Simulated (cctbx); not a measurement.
**What is wrong with this refinement?**

Cell a = 3.0080 Å, b = 3.0080 Å, c = 16.4900 Å, α = 90.00°, β = 90.00°, γ = 120.00°; space group R-3m (no. 166). The compound is CrPb.

The data are simulated with cctbx, not measured: Cu Kα, λ = 1.54184 Å, to d = 0.83 Å, 50 % of the full sphere, strongest reflection 40000 counts, noise from counting, a 6 % proportional error and a noise floor of 15 counts (s.d.); no absorption.

An anisotropic refinement with weights 1/σ² prints:

```text
Rint 0.048, 43 unique reflections to 0.85 A
cycle     R1     wR2    GooF  max shift (A)
   1  0.0316  0.0788   2.324   0.00000
   2  0.0180  0.0353   1.042   0.00000
final R1 0.0180 wR2 0.0353 GooF 1.042  parameters 4  data/parameter 10.8
atom        x        y        z      Ueq    occ   su(xyz)  su(Uiso or U11)
Pb1    0.66667  0.33333  0.83333   0.0172  1.000  0.00000  0.0004
Cr1    0.00000  0.00000  0.00000   0.0253  1.000  0.00000  0.0012
difference map: max 1.57 min -0.81 rms 0.36
Q1    0.0000  0.0000  0.2160    6    1.63  1.92 A from Pb1
Q2    0.0000  0.0000  0.3127    6    1.55  1.77 A from Cr1
Q3    0.0000  0.0000  0.1403    6    0.86  1.79 A from Pb1
Q4    0.0000  0.0000  0.0000    3    0.61  0.00 A from Cr1
Q5    0.1385  0.2770  0.3996   18    0.40  1.81 A from Pb1
Q6    0.3333  0.6667  0.1667    3    0.35  0.00 A from Pb1
```

Q: Accept it or mend it, and why?

It can stand. The set-up had a fault (anomalous dispersion left out), but the figures of merit move little: R1 = 0.0180, wR2 = 0.0353, GooF = 1.04 against R1 = 0.0165, wR2 = 0.0329, GooF = 0.97 for the right model.

The compound is CrPb. The right model at the same level gives:

```text
Rint 0.048, 43 unique reflections to 0.85 A
cycle     R1     wR2    GooF  max shift (A)
   1  0.0262  0.0700   2.066   0.00000
   2  0.0165  0.0329   0.972   0.00000
final R1 0.0165 wR2 0.0329 GooF 0.972  parameters 4  data/parameter 10.8
atom        x        y        z      Ueq    occ   su(xyz)  su(Uiso or U11)
Pb1    0.66667  0.33333  0.83333   0.0163  1.000  0.00000  0.0004
Cr1    0.00000  0.00000  0.00000   0.0292  1.000  0.00000  0.0012
difference map: max 1.50 min -0.83 rms 0.35
Q1    0.0000  0.0000  0.2161    6    1.55  1.92 A from Pb1
Q2    0.0000  0.0000  0.3124    6    1.50  1.77 A from Cr1
Q3    0.0000  0.0000  0.1397    6    0.85  1.79 A from Pb1
Q4    0.0569  0.5285  0.0678   18    0.42  1.78 A from Pb1
Q5    0.0000  0.3072  0.0000   18    0.37  0.92 A from Cr1
Q6    0.0000  0.0000  0.5000    3    0.20  0.00 A from Pb1
```

The model was made for the exercise: a known structure type with other elements put in, its volume estimated, not relaxed; displacement parameters are assumed.

[Middle refinement cycles are left out of these outputs.]

[Logs are printed without paths, hosts, clocks, repeated set-up lines and the standing remarks that a program may print on its own settings, such as how far it seeks lower states.]
